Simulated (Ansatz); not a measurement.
## La on Nb(110): change of the work function

How does La on the hollow site change the work function of Nb(110) as the layer fills?

Program: Ansatz 0.2.0. Level of theory: plane-wave DFT, PBE, Ansatz PAW. Results are calculated unless marked as measured.

This is a report of a sequence of runs, with most program output left out.

## 1. Set-up

The cell holds 4 atoms: 4 Nb. Its edges and angles: a = 2.858 Å, b = 2.858 Å, c = 25.000 Å, α = 90.0°, β = 90.0°, γ = 70.5°. Vacuum lies along c.

## 2. The clean slab

The bare slab comes first, as the zero from which every change is counted. The two lowest layers are held at bulk places and the upper ones relax. The dipole correction removes the false field that a one-sided slab makes across the periodic vacuum, so each face gets a flat vacuum level of its own.

Input file input.yaml:

```yaml
crystal:
  lattice:
    - [2.3334523779, -1.65, 0.0]
    - [2.3334523779, 1.65, 0.0]
    - [0.0, 0.0, 25.0003571337]
  atoms:
    - { symbol: Nb, position: [0.0, 0.0, 0.3599948573] }
    - { symbol: Nb, position: [0.5, 0.5, 0.4533316191] }
    - { symbol: Nb, position: [0.0, 0.0, 0.5466683809] }
    - { symbol: Nb, position: [0.5, 0.5, 0.6400051427] }
kpoints:
  mp_grid: { grid: [12, 12, 1] }
hamiltonian:
  xc: pbe
scf:
  occupations: { method: fermi_dirac, width: 0.1 }
  convergence: { dr2_threshold: 1.0e-08 }
efield:
  axis: 3
  dipole_correction: true
  ramp_position: 0.97
  ramp_width: 0.06
relax:
  f_tol: 0.02
  max_steps: 60
  constraints: [{ sites: [0, 1] }]
output:
  write_potential: true
  write_density: true
  volumetric_format: npy
```

Started as:

```console
$ ansatz run input.yaml --threads 4 --pin off --max-ram 16384MiB --backend cpu --events-out ev --progress --plain --runs-dir out
```

It took 18 s on 4 threads of Arm Neoverse V1, shared host; peak memory 0.56 GiB; 70 s of CPU time.

Relaxation path:

```tsv
step	energy less that of the first step (eV)	largest force component (eV/Å)
1	0.0000	0.3894
2	0.0061	0.5460
3	-0.0148	0.0045
```

Relaxation step 2 was tried and not accepted.

The run keeps the 4 symmetry operations that it works with, so distortions that break them were not tested.

The atoms that moved most (Å):

```tsv
atom	dx	dy	dz	length
Nb4	0.000	0.000	-0.054	0.054
Nb3	0.000	0.000	0.029	0.029
```

The relaxed structure:

```cif
data_structure
_symmetry_space_group_name_H-M 'P 1'
_symmetry_Int_Tables_number 1
_cell_length_a 2.8579
_cell_length_b 2.8579
_cell_length_c 25.0004
_cell_angle_alpha 90.000
_cell_angle_beta 90.000
_cell_angle_gamma 70.529
_cell_volume 192.51
loop_
_atom_site_label
_atom_site_type_symbol
_atom_site_fract_x
_atom_site_fract_y
_atom_site_fract_z
_atom_site_occupancy
Nb1 Nb 0.00000 0.00000 0.35999 1
Nb2 Nb 0.50000 0.50000 0.45333 1
Nb3 Nb 0.00000 0.00000 0.54784 1
Nb4 Nb 0.50000 0.50000 0.63786 1
```

Numbers from this step:

| Quantity | Value |
| --- | --- |
| energy at zero smearing | -18207.1363 eV |
| work function, upper face | 4.492 eV |
| work function, lower face | 4.529 eV |
| dipole along the normal | 0.001540 e·Å |
| step between the vacuum levels | -0.03620 eV |

Running mean over 2.333 Å of the planar mean; the ramp of the sawtooth is left out. The electron's electrostatic potential energy less the Fermi level by z:

z (Å), electron's electrostatic potential energy less the Fermi level (eV) and a bar from the least value:
```
      3.5        4.5 ##############################
      4.0        4.5 ##############################
      4.5        4.5 ##############################
      5.0        4.5 ##############################
      5.5        4.5 ##############################
      6.0        4.3 ##############################
      6.5        3.9 #############################
      7.0        2.8 ###########################
      7.5       -0.5 #####################
      8.0       -5.9 ###########
      8.5       -9.9 ####
      9.0      -11.0 #
      9.5      -11.1 #
     10.0      -11.0 ##
     10.5      -10.9 ##
     11.0      -10.9 ##
     11.5      -10.9 ##
     12.0      -10.8 ##
     12.5      -10.6 ##
     13.0      -10.7 ##
     13.5      -10.9 ##
     14.0      -11.2 #
     14.5      -11.7 
     15.0      -11.8 
     15.5      -11.5 #
     16.0      -11.1 #
     16.5       -9.6 ####
     17.0       -5.3 ############
     17.5       -0.1 ######################
     18.0        3.0 ###########################
     18.5        4.0 #############################
     19.0        4.3 ##############################
     19.5        4.4 ##############################
     20.0        4.5 ##############################
     20.5        4.5 ##############################
     21.0        4.5 ##############################
     21.5        4.5 ##############################
```

The relaxation took 3 steps and lowered the energy by 0.015 eV; the largest force on the free atoms ends at 0.0045 eV/Å.

The work function of the upper face is 4.49 eV.

## 3. The covered slab, k-mesh 4×4×1, coverage 0.111 ML

System of this step: La/Nb(110). The cell holds 37 atoms: 36 Nb and 1 La. Its edges and angles: a = 8.574 Å, b = 8.574 Å, c = 28.423 Å, α = 90.0°, β = 90.0°, γ = 70.5°. Vacuum lies along c.

The clean slab as it ended is repeated in the plane and the adsorbate is set on one face; the cell's size fixes the coverage, and the k-mesh shrinks with it to keep the sampling density about even. Adsorbate and upper layers relax, since the dipole depends on the height.

Input file input.yaml:

```yaml
crystal:
  lattice:
    - [7.0003571337, -4.95, 0.0]
    - [7.0003571337, 4.95, 0.0]
    - [0.0, 0.0, 28.4229124645]
  atoms:
    - { symbol: Nb, position: [0.0, 0.0, 0.3166459458] }
    - { symbol: Nb, position: [0.1666666667, 0.1666666667, 0.3987435275] }
    - { symbol: Nb, position: [0.0, 0.0, 0.481867557] }
    - { symbol: Nb, position: [0.1666666667, 0.1666666667, 0.5610482843] }
    - { symbol: Nb, position: [0.0, 0.3333333333, 0.3166459458] }
    - { symbol: Nb, position: [0.1666666667, 0.5, 0.3987435275] }
    - { symbol: Nb, position: [0.0, 0.3333333333, 0.481867557] }
    - { symbol: Nb, position: [0.1666666667, 0.5, 0.5610482843] }
[... 25 atom lines left out ...]
    - { symbol: Nb, position: [0.8333333333, 0.8333333333, 0.3987435275] }
    - { symbol: Nb, position: [0.6666666667, 0.6666666667, 0.481867557] }
    - { symbol: Nb, position: [0.8333333333, 0.8333333333, 0.5610482843] }
    - { symbol: La, position: [0.28, 0.28, 0.6833540542] }
kpoints:
  mp_grid: { grid: [4, 4, 1] }
hamiltonian:
  xc: pbe
scf:
  occupations: { method: fermi_dirac, width: 0.1 }
  convergence: { dr2_threshold: 1.0e-08 }
efield:
  axis: 3
  dipole_correction: true
  ramp_position: 0.97
  ramp_width: 0.06
relax:
  f_tol: 0.02
  max_steps: 60
  constraints:
    - { sites: [0, 1, 4, 5, 8, 9, 12, 13, 16, 17, 20, 21, 24, 25, 28, 29, 32, 33] }
output:
  write_potential: true
  write_density: true
  volumetric_format: npy
```

It took 40 min on 4 threads; peak memory 10 GiB; 2.6 h of CPU time.

Relaxation path:

```tsv
step	energy less that of the first step (eV)	largest force component (eV/Å)
1	0.0000	2.2972
2	-0.5274	2.3039
3	-0.9879	2.0706
4	-1.3658	1.5524
5	-1.6098	0.7932
6	-1.7465	0.2044
7	-1.7739	0.1329
8	-1.7887	0.0817
9	-1.8024	0.0940
10	-1.8123	0.0215
11	-1.8128	0.0205
12	-1.8130	0.0032
```

The run keeps the 2 symmetry operations that it works with, so distortions that break them were not tested.

The atoms that moved most (Å):

```tsv
atom	dx	dy	dz	length
La37	0.749	0.000	-1.087	1.320
Nb4	-0.084	0.000	-0.003	0.084
Nb20	0.083	0.000	-0.004	0.084
Nb16	0.000	-0.006	-0.069	0.070
Nb8	0.000	0.006	-0.069	0.070
Nb28	-0.011	0.023	0.053	0.059
Nb12	-0.011	-0.023	0.053	0.059
Nb24	0.012	0.023	0.052	0.058
```

Final coordinates:

```xyz
37
Lattice="7.0004 -4.9500 0.0000 7.0004 4.9500 0.0000 0.0000 0.0000 28.4229" Properties=species:S:1:pos:R:3
Nb    0.0000    0.0000    9.0000
Nb    2.3335    0.0000   11.3335
Nb   -0.0110    0.0000   13.7053
Nb    2.2497    0.0000   15.9438
Nb    2.3335    1.6500    9.0000
Nb    4.6669    1.6500   11.3335
Nb    2.3112    1.6478   13.6865
Nb    4.6668    1.6561   15.8773
Nb    4.6669    3.3000    9.0000
Nb    7.0004    3.3000   11.3335
Nb    4.6671    3.3061   13.6891
Nb    6.9892    3.2766   15.9992
Nb    2.3335   -1.6500    9.0000
Nb    4.6669   -1.6500   11.3335
Nb    2.3112   -1.6478   13.6865
Nb    4.6668   -1.6561   15.8773
Nb    4.6669    0.0000    9.0000
Nb    7.0004    0.0000   11.3335
Nb    4.6665    0.0000   13.6699
Nb    7.0838    0.0000   15.9430
Nb    7.0004    1.6500    9.0000
Nb    9.3338    1.6500   11.3335
Nb    7.0224    1.6478   13.6865
Nb    9.3455    1.6731   15.9991
Nb    4.6669   -3.3000    9.0000
Nb    7.0004   -3.3000   11.3335
Nb    4.6671   -3.3061   13.6891
Nb    6.9892   -3.2766   15.9992
Nb    7.0004   -1.6500    9.0000
Nb    9.3338   -1.6500   11.3335
Nb    7.0224   -1.6478   13.6865
Nb    9.3455   -1.6731   15.9991
Nb    9.3338    0.0000    9.0000
Nb   11.6673    0.0000   11.3335
Nb    9.3449    0.0000   13.7051
Nb   11.6671    0.0000   15.9848
La    4.6689    0.0000   18.3360
```

This step gave:

```yaml
energy_at_zero_smearing: -170114.9339 eV
work_function_upper_face: 2.966 eV
work_function_lower_face: 4.528 eV
dipole_along_the_normal: 0.5982 e·Å
step_between_the_vacuum_levels: -1.562 eV
```

Running mean over 2.333 Å of the planar mean; the ramp of the sawtooth is left out. Electron's electrostatic potential energy less the Fermi level against z:

```tsv
z (Å)	electron's electrostatic potential energy less the Fermi level (eV)
3.5	4.53
4.0	4.53
4.5	4.52
5.0	4.51
5.5	4.47
6.0	4.34
6.5	3.95
7.0	2.78
7.5	-0.551
8.0	-5.89
8.5	-9.86
9.0	-11.0
9.5	-11.1
10.0	-11.0
10.5	-10.9
11.0	-10.9
11.5	-10.9
12.0	-10.8
12.5	-10.7
13.0	-10.8
13.5	-10.9
14.0	-11.2
14.5	-11.5
15.0	-11.6
15.5	-11.3
16.0	-11.0
16.5	-9.83
17.0	-6.21
17.5	-1.71
18.0	0.670
18.5	1.31
19.0	1.63
19.5	2.05
20.0	2.50
20.5	2.80
21.0	2.90
21.5	2.94
22.0	2.96
22.5	2.96
23.0	2.96
23.5	2.97
24.0	2.97
24.5	2.97
25.0	2.97
```

The relaxation took 12 steps and lowered the energy by 1.8 eV; the largest force on the free atoms ends at 0.0032 eV/Å.

The covered face has 2.97 eV, -1.53 eV against the clean one; the bare back face has moved by -0.00 eV, a measure of how thin the slab is.

## 4. The covered slab, k-mesh 6×6×1, coverage 0.25 ML

System of this step: La/Nb(110). The cell holds 17 atoms: 16 Nb and 1 La. Its edges and angles: a = 5.716 Å, b = 5.716 Å, c = 28.423 Å, α = 90.0°, β = 90.0°, γ = 70.5°. Vacuum lies along c.

Another coverage, to see how the dipoles act on each other as their distance changes.

Input file input.yaml:

```yaml
crystal:
  lattice:
    - [4.6669047558, -3.3, 0.0]
    - [4.6669047558, 3.3, 0.0]
    - [0.0, 0.0, 28.4229124645]
  atoms:
    - { symbol: Nb, position: [0.0, 0.0, 0.3166459458] }
    - { symbol: Nb, position: [0.25, 0.25, 0.3987435275] }
    - { symbol: Nb, position: [0.0, 0.0, 0.481867557] }
    - { symbol: Nb, position: [0.25, 0.25, 0.5610482843] }
    - { symbol: Nb, position: [0.0, 0.5, 0.3166459458] }
    - { symbol: Nb, position: [0.25, 0.75, 0.3987435275] }
    - { symbol: Nb, position: [0.0, 0.5, 0.481867557] }
    - { symbol: Nb, position: [0.25, 0.75, 0.5610482843] }
    - { symbol: Nb, position: [0.5, 0.0, 0.3166459458] }
    - { symbol: Nb, position: [0.75, 0.25, 0.3987435275] }
    - { symbol: Nb, position: [0.5, 0.0, 0.481867557] }
    - { symbol: Nb, position: [0.75, 0.25, 0.5610482843] }
    - { symbol: Nb, position: [0.5, 0.5, 0.3166459458] }
    - { symbol: Nb, position: [0.75, 0.75, 0.3987435275] }
    - { symbol: Nb, position: [0.5, 0.5, 0.481867557] }
    - { symbol: Nb, position: [0.75, 0.75, 0.5610482843] }
    - { symbol: La, position: [0.42, 0.42, 0.6833540542] }
kpoints:
  mp_grid: { grid: [6, 6, 1] }
hamiltonian:
  xc: pbe
scf:
  occupations: { method: fermi_dirac, width: 0.1 }
  convergence: { dr2_threshold: 1.0e-08 }
efield:
  axis: 3
  dipole_correction: true
  ramp_position: 0.97
  ramp_width: 0.06
relax:
  f_tol: 0.02
  max_steps: 60
  constraints: [{ sites: [0, 1, 4, 5, 8, 9, 12, 13] }]
output:
  dos: { projected: true, e_range: [-8, 4] }
  write_potential: true
  write_density: true
  volumetric_format: npy
  elf: true
```

Elapsed: 11 min, on 4 threads; peak memory 3.2 GiB.

The steps of the relaxation:

```tsv
step	energy less that of the first step (eV)	largest force component (eV/Å)
1	0.0000	1.7976
2	-0.4561	1.8800
3	-0.8749	1.7591
4	-1.2150	1.3330
5	-1.4134	0.5705
6	-1.4857	0.2138
7	-1.5034	0.1079
8	-1.5077	0.0492
9	-1.5162	0.0266
10	-1.5195	0.0278
11	-1.5196	0.0174
```

Forces are held to the 2 operations that the run works with; a distortion that breaks them can't arise in this run.

The atoms that moved most (Å):

```tsv
atom	dx	dy	dz	length
La17	0.743	0.000	-1.019	1.261
Nb4	0.037	0.000	0.075	0.084
Nb16	-0.033	0.000	0.073	0.080
Nb15	0.001	0.000	-0.031	0.031
Nb3	0.000	0.000	0.013	0.013
Nb8	0.002	0.008	-0.001	0.008
Nb12	0.002	-0.008	-0.001	0.008
Nb11	0.000	0.000	-0.006	0.006
```

Final coordinates:

```cif
data_structure
_symmetry_space_group_name_H-M 'P 1'
_symmetry_Int_Tables_number 1
_cell_length_a 5.7158
_cell_length_b 5.7158
_cell_length_c 28.4229
_cell_angle_alpha 90.000
_cell_angle_beta 90.000
_cell_angle_gamma 70.529
_cell_volume 875.47
loop_
_atom_site_label
_atom_site_type_symbol
_atom_site_fract_x
_atom_site_fract_y
_atom_site_fract_z
_atom_site_occupancy
Nb1 Nb 0.00000 0.00000 0.31665 1
Nb2 Nb 0.25000 0.25000 0.39874 1
Nb3 Nb 0.99998 0.99998 0.48234 1
Nb4 Nb 0.25392 0.25392 0.56369 1
Nb5 Nb 0.00000 0.50000 0.31665 1
Nb6 Nb 0.25000 0.75000 0.39874 1
Nb7 Nb 0.00007 0.49995 0.48166 1
Nb8 Nb 0.24903 0.75140 0.56102 1
Nb9 Nb 0.50000 0.00000 0.31665 1
Nb10 Nb 0.75000 0.25000 0.39874 1
Nb11 Nb 0.49995 0.00007 0.48166 1
Nb12 Nb 0.75140 0.24903 0.56102 1
Nb13 Nb 0.50000 0.50000 0.31665 1
Nb14 Nb 0.75000 0.75000 0.39874 1
Nb15 Nb 0.50008 0.50008 0.48077 1
Nb16 Nb 0.74643 0.74643 0.56362 1
La17 La 0.49964 0.49964 0.64750 1
```

Numbers from this step:

| Property | Result |
| --- | --- |
| energy at zero smearing | -79079.0854 eV |
| work function, upper face | 2.396 eV |
| work function, lower face | 4.518 eV |
| dipole along the normal | 0.3613 e·Å |
| step between the vacuum levels | -2.122 eV |

Running mean over 2.333 Å of the planar mean; the ramp of the sawtooth is left out. Electron's electrostatic potential energy less the Fermi level against z:

z (Å), electron's electrostatic potential energy less the Fermi level (eV) and a bar from the least value:
```
        4        4.5 ##############################
        5        4.5 ##############################
        6        4.3 ##############################
        7        2.8 ###########################
        8       -5.9 ##########
        9      -11.0 #
       10      -11.0 #
       11      -10.9 #
       12      -10.8 #
       13      -10.8 #
       14      -11.1 #
       15      -11.4 
       16      -11.0 #
       17       -7.2 ########
       18       -1.8 ##################
       19       -1.1 ###################
       20        1.0 #######################
       21        2.2 ##########################
       22        2.4 ##########################
       23        2.4 ##########################
       24        2.4 ##########################
       25        2.4 ##########################
```

The density of states has structure finer than the step of the table below, so its rows give means over 0.2 eV, whole bins alone (the curve runs from -8 to 1.17 eV). Peaks (eV: height): -1.62: 41.3, -1.56: 46.9, -1.47: 56.0, -1.35: 42.5, -1.29: 39.8, -0.45: 37.1, -0.21: 32.8.

Density of states against energy, zero at the Fermi level; means over each step:

```tsv
energy (eV)	density of states (states/eV a cell)
-5.8	0
-5.6	0.0588
-5.4	0.894
-5.2	0.899
-5.0	1.01
-4.8	1.07
-4.6	1.27
-4.4	2.27
-4.2	2.77
-4.0	2.93
-3.8	3.03
-3.6	4.09
-3.4	17.0
-3.2	16.9
-3.0	15.2
-2.8	22.6
-2.6	24.6
-2.4	24.8
-2.2	16.1
-2.0	14.0
-1.8	8.60
-1.6	29.9
-1.4	35.3
-1.2	31.2
-1.0	23.6
-0.8	19.4
-0.6	29.2
-0.4	31.8
-0.2	26.3
0.0	23.0
0.2	20.3
0.4	17.8
0.6	18.4
0.8	16.6
1.0	16.0
```

Projected DOS per atom over height of the atomic layer and energy from the Fermi level. Layers: Nb4 Nb4 Nb4 Nb4 La from below.

Ten even steps from '0' (0.00 states/eV) to '9' (4.97 states/eV), each cell a mean:
```
11119
21117
21124
32233
32232
32233
33332
11110
22220
22220
12210
00000
00000
00000
00000
00000
00000
00000
00000
00000
00000
00000
```
Columns: height of the atomic layer (Å) from 9 to 18.4; rows upwards: energy from the Fermi level (eV) from -7.96 to 1.15.

Valence density in the ca plane at fractional y = 0.500, with atoms of Nb and La within 0.2 Å of it. It is the smooth field of the valence electrons, not physical close to the nuclei.

Values in e/Å³, 8 rows by 16 columns, each cell a mean:
```
2.3 0.3 0.2 0.4 3.4 1.3 0.2 0.2 0.1 0.0 0.0 0.0 0.0 0.0 0.0 0.0
0.4 0.2 0.3 0.2 0.5 0.3 0.3 0.3 0.1 0.1 0.0 0.0 0.0 0.0 0.0 0.0
0.6 0.2 0.3 0.3 0.9 0.4 0.3 0.3 0.4 0.8 0.2 0.0 0.0 0.0 0.0 0.0
2.9 0.3 0.2 0.6 4.3 1.5 0.2 0.2 0.9 1.5 0.7 0.0 0.0 0.0 0.0 0.0
2.3 0.3 0.2 0.5 3.5 1.2 0.2 0.2 0.8 1.5 0.6 0.0 0.0 0.0 0.0 0.0
0.4 0.2 0.3 0.2 0.5 0.3 0.3 0.3 0.3 0.5 0.1 0.0 0.0 0.0 0.0 0.0
0.6 0.2 0.3 0.3 0.9 0.4 0.3 0.2 0.1 0.0 0.0 0.0 0.0 0.0 0.0 0.0
2.8 0.3 0.2 0.5 4.2 1.7 0.2 0.2 0.1 0.0 0.0 0.0 0.0 0.0 0.0 0.0
```
Columns run along c (16.0 Å, from fractional 0.32 to 0.89 of the cell), rows up along a (5.7 Å). Atoms in or near the plane, at fractional coordinates: Nb at (0.48, 0.00), Nb at (0.48, 0.50), La at (0.65, 0.50).

Electrostatic potential energy in the ca plane at fractional y = 0.500, with atoms of Nb and La within 0.2 Å of it. With pseudopotentials it is smooth inside the atoms' cores, unlike the true potential.

Ten even steps from '0' (-58 eV) to '9' (8 eV), each cell a mean:
```
02799999986000279999999999999999999999999999
35899999998423589999999999999999999999999999
78999999999877899999999999999999999999999999
99999999999989999999999998899999999999999999
78999999999877899999999876678999999999999999
25899999997423689999998742247899999999999999
02799999985000279999998524326899999999999999
01699999985000279999998425525899999999999999
03799999996201489999998632236899999999999999
57999999998655799999999864468999999999999999
89999999999988999999999988889999999999999999
89999999999988999999999999999999999999999999
57999999998755799999999999999999999999999999
03799999997200379999999999999999999999999999
01699999985000169999999999999999999999999999
```
Columns run along c (16.0 Å, from fractional 0.32 to 0.89 of the cell; values clipped at the 3rd and 97th percentile), rows up along a (5.7 Å). Atoms in or near the plane, at fractional coordinates: Nb at (0.48, 0.00), Nb at (0.48, 0.50), La at (0.65, 0.50).

ELF in the ca plane at fractional y = 0.500, with atoms of Nb and La within 0.2 Å of it. It is the smooth field of the valence electrons, not physical close to the nuclei.

Ten even steps from '0' (0.00) to '9' (0.83), each cell a mean:
```
78445434425867833543345665321110000000000000
85244333432687524433346653111110000000000000
33354333453233235433346531000011100000000000
34554333455323355433455322221111111000000000
33354333443333235433454468874211211100000000
85245334433687424433443699998422221100000000
78445434425867833444433873389632222100000000
68445444426846843544434861189632222100000000
86345434424888623433443786799522222100000000
53344333442465324433454589996322221100000000
33454333454322345433455335543111111000000000
33454333454322345433356421110111110000000000
53344333442465324433346642100011000000000000
87345434433888733543345654211110000000000000
58445444425845843554345665432110000000000000
```
Columns run along c (16.0 Å, from fractional 0.32 to 0.89 of the cell), rows up along a (5.7 Å). Atoms in or near the plane, at fractional coordinates: Nb at (0.48, 0.00), Nb at (0.48, 0.50), La at (0.65, 0.50).

The relaxation took 11 steps and lowered the energy by 1.5 eV; the largest force on the free atoms ends at 0.017 eV/Å.

By hand: a sheet of dipoles makes a step −p/(ε₀A) in the electron's potential. With e/ε₀ = 180.95 V·Å, p = 0.3613 e·Å and A = 30.80 Å², that is −180.95 × (0.3613) / 30.80 = -2.122 eV, and the two vacuum levels of the run differ by -2.122 eV.

The covered face has 2.40 eV, -2.10 eV against the clean one; the bare back face has moved by -0.01 eV, a measure of how thin the slab is.

## 5. Work function against coverage

This step: plane-wave DFT, PBE, Ansatz PAW; work function against coverage (Ansatz 0.2.0).

The runs are now put side by side.

Numbers from this step:

- work function of the clean face: 4.492 eV
- largest change of the work function: -2.097 eV

Work function of the covered face against coverage:

```tsv
coverage (adsorbates/nm²)	work function of the covered face (eV)
0.00	4.49
1.44	2.97
3.25	2.40
```

The dipole per adsorbate comes from the change of the cell's dipole. Coverage, by row:

```tsv
coverage (1/nm²)	coverage (ML)	work function (eV)	change (eV)	dipole per adsorbate, positive end outwards (debye)	mean height of the added atoms over the highest substrate atom (Å)
1.443	0.1111	2.966	-1.526	2.807	2.337
3.247	0.25	2.396	-2.097	1.706	2.382
```

## 6. Results

```yaml
work_function_of_the_clean_face: 4.49 eV
work_function_at_0p11_ml: 2.97 eV
work_function_at_0p25_ml: 2.40 eV
dipole_per_adsorbate_at_0p11_ml_positive_end_outwards: 2.81 D
```

**Reading.** La lowers the work function of Nb(110) at the lowest coverage, by 1.53 eV: the adsorbate layer has its positive end outwards. The slab has 4 layers, at the tabulated experimental lattice constant, one starting site was run, and quantum-size effects of a slab this thin can reach one or two tenths of an eV. The main runs have no spin polarisation; a magnetic state could lie lower and would change these results.

[Logs are printed without paths, hosts, clocks, repeated set-up lines and the standing remarks that a program may print on its own settings, such as how far it seeks lower states.]

[Hosts, paths, dates, database ids (printed as entryN), source tags and the programs' standing remarks are cut or masked in the printed files.]

[Maps of the electrostatic potential energy from Ansatz leave out the sawtooth potential of an applied field or a dipole correction, so their vacuum need not be flat; planar profiles and work functions include it.]

[The density of states shown here was stored with 400 of the rows of the run's finer table, so its peaks can read low, often by over a quarter, or be missed, and its means over a window can be off by a tenth or more.]
